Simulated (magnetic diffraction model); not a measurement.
# Magnetic neutron pattern of CeSbS2O

Space group P4/nmm (no. 129, origin choice 1), a = 3.9860 Å, c = 13.4490 Å.

```csv
site,atom,x,y,z
2c,Ce,0,1/2,0.4048
2c,Sb,0,1/2,0.8786
2c,S,0,1/2,0.1173
2c,S,0,1/2,0.6823
2b,O,1/2,1/2,1/2
```

The compound is invented for this exercise: a known structure type with other elements, its cell scaled to their sizes and not relaxed.

Only Ce is taken to order (form factors of Ce3+); orders and moment sizes are assumed, and not adapted to the symmetry. Radiation: neutrons of λ = 1.594 Å, 3° to 60°; isotropic B of 0.51 Å² (Ce), 0.63 Å² (Sb), 0.6 Å² (S) and 0.83 Å² (O). Simulated constant-wavelength pattern: nuclear and magnetic terms add, the magnetic one as |2.695 fm × Σ f S⊥ exp(2πi Q·r) exp(−B s²)|², summed over all Q at one angle with the factor 1/(sin²θ cos θ). For collinear order S is the moment m, which repeats by lattice and centring translations R with the sign exp(−2πi k·R). Free-ion form factors, Sears's scattering lengths of 1992, no absorption; a label names one of the reflections at its angle. The strongest nuclear line in the range is 100, and lines under 0.2 are left out.

Assume the order k = (0 0 0), collinear moments along [101], 1.1 μB on Ce; signs + at (0, 1/2, 0.4048), + at (1/2, 0, 0.5952).

Q: Where does magnetic intensity appear, and how strong is it?

```
2θ (°)    index  nuclear  magnetic
  6.79  (0 0 1)     69.5       1.4
 13.61  (0 0 2)     28.7       0.1
 20.48  (0 0 3)     17.8       0.0
 24.07  (1 0 1)      3.1       2.1
 26.88  (1 0 2)     20.1       3.6
 27.42  (0 0 4)      7.8       0.1
 31.04  (1 0 3)      7.8       2.2
 32.85  (1 1 0)     28.0       1.7
 33.59  (1 1 1)     22.5       2.2
 34.47  (0 0 5)     12.3       0.1
 35.71  (1 1 2)     12.7       0.3
 36.13  (1 0 4)     16.1       0.6
 39.02  (1 1 3)      6.6       0.1
 41.66  (0 0 6)      0.4       0.0
 41.89  (1 0 5)      5.9       0.0
 43.31  (1 1 4)    100.0       0.6
 47.14  (2 0 0)     62.9       0.7
 47.69  (2 0 1)      5.9       0.9
 48.15  (1 0 6)     10.6       0.1
 48.36  (1 1 5)      0.4       0.7
 49.30  (2 0 2)      9.2       0.1
 51.91  (2 0 3)     11.6       0.0
 53.62  (2 1 1)      1.3       0.6
 54.04  (1 1 6)     17.8       0.3
 54.84  (1 0 7)      5.2       0.2
 55.10  (2 1 2)     10.4       1.5
 55.40  (2 0 4)      8.5       0.4
 56.60  (0 0 8)      6.1       0.0
 57.52  (2 1 3)      5.0       1.3
 59.70  (2 0 5)     17.4       0.5
```

The strongest magnetic line in the range is (1 0 2) at 26.88° (3.6). On top of the Lorentz factor, which all lines share, magnetic lines fade with angle because f falls: for Ce3+ it is 0.96, 0.86, 0.71 and 0.43 at sin θ/λ = 0.1, 0.2, 0.3 and 0.5 Å⁻¹, while nuclear lengths stay constant. The net moment is 2.20 μB a primitive cell.

[Logs are printed without paths, hosts, clocks, repeated set-up lines and the standing remarks that a program may print on its own settings, such as how far it seeks lower states.]
